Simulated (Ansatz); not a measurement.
# How twisted blue phosphorene bilayer changes with twist angle

How do forces, levels and cost change with the twist angle, which sets the moiré cell and the mix of stacking registries?

Computed with Ansatz 0.2.0: Kohn-Sham DFT, PBE+D4, PAW (set soft_2). Every run is a single point, with the atoms held where the recipe put them (cutoff of the plane-wave runs 420 eV, fixed occupations).

First member: blue phosphorene (a = 3.28 Å) under blue phosphorene (a = 3.28 Å), bilayer, commensurate cell of 61 unit cells a layer, twist 7.34 deg; facing planes 3.48 Å apart; 12 Å of vacuum; layers as built, displaced by a Gaussian of 0.01 Å.

Last member: blue phosphorene (a = 3.28 Å) under blue phosphorene (a = 3.28 Å), bilayer, commensurate cell of 13 unit cells a layer, twist 87.80 deg; facing planes 3.48 Å apart; 12 Å of vacuum; layers as built, displaced by a Gaussian of 0.01 Å.

The members:

```csv
twist angle (°),reduced formula,atoms,valence electrons,k-mesh,basis
7.341,P,244,1220,1×1×1,support functions
9.43,P,148,740,1×1×1,plane waves
13.17,P,76,380,1×1×1,plane waves
27.80,P,156,780,1×1×1,plane waves
77.90,P,124,620,1×1×1,plane waves
87.80,P,52,260,1×1×1,plane waves
```

Q: What do these runs give, and what do they cost?

Results:

```
twist angle (°)  r.m.s. force (eV/Å)  gap (eV)
          7.341                0.134                1.38
           9.43                0.132                1.44
          13.17                0.123                1.41
          27.80                0.129                1.45
          77.90                0.139                1.49
          87.80                0.137                2.01
```

The gap is that between the highest filled and lowest empty Kohn-Sham level on the run's k-points; surface or edge levels can set it, and semilocal functionals tend to put gaps under measured ones.

Bonds in each cell, which the recipe sets and DFT didn't move; cutoffs follow each cell's own g(r) within set bounds (mean length in Å, and neighbours of the second kind about the first):

```
twist angle (°)  P-P length  P-P count
          7.341       2.264       3.00
           9.43       2.264       3.00
          13.17       2.263       3.00
          27.80       2.264       3.00
          77.90       2.263       3.00
          87.80       2.264       3.00
```

Cost on 8 threads of Arm Neoverse V1, shared host:

| twist angle (°) | atoms | basis | k-mesh | SCF cycles | time | host memory (GiB) | Δ force from the first basis (meV/Å) |
| --- | --- | --- | --- | --- | --- | --- | --- |
| 7.341 | 244 | support functions | 1×1×1 | 17 | 4.5 min | 9.4 | - |
| 9.43 | 148 | plane waves | 1×1×1 | 11 | 1.8 min | 7.6 | - |
| 9.43 | 148 | support functions | 1×1×1 | 12 | 2 min | 7.1 | 0.17 |
| 13.17 | 76 | plane waves | 1×1×1 | 10 | 20 s | 2.8 | - |
| 13.17 | 76 | support functions | 1×1×1 | 12 | 70 s | 4.8 | 0.16 |
| 27.80 | 156 | plane waves | 1×1×1 | 11 | 1.9 min | 8.4 | - |
| 27.80 | 156 | support functions | 1×1×1 | 12 | 1.9 min | 7.3 | 0.17 |
| 77.90 | 124 | plane waves | 1×1×1 | 10 | 65 s | 5.9 | - |
| 77.90 | 124 | support functions | 1×1×1 | 12 | 1.7 min | 6.8 | 0.21 |
| 87.80 | 52 | plane waves | 1×1×1 | 9 | 8.6 s | 1.7 | - |
| 87.80 | 52 | support functions | 1×1×1 | 12 | 39 s | 3.1 | 0.13 |

Times include the outputs that each run asked for, on hosts shared with other jobs.

**Reading.** The gap lies between 1.38 and 2.01 eV (large angles can repeat smaller ones by the lattice's symmetry, so no trend is read); each angle folds other k-points onto its coarse mesh, so sampling can make such differences. Support functions take 4.6 times the wall time of plane waves at 52 atoms and 1.0 times at 156 (the times hold unlike extra outputs; shared hosts, so rough).

**Limits.** Beside vacuum, support functions can miss their usual error bounds without a warning. The random displacements of the recipe add to the forces of every member.

[Logs are printed without paths, hosts, clocks, repeated set-up lines and the standing remarks that a program may print on its own settings, such as how far it seeks lower states.]

[Hosts, paths, dates, database ids (printed as entryN), source tags and the programs' standing remarks are cut or masked in the printed files.]
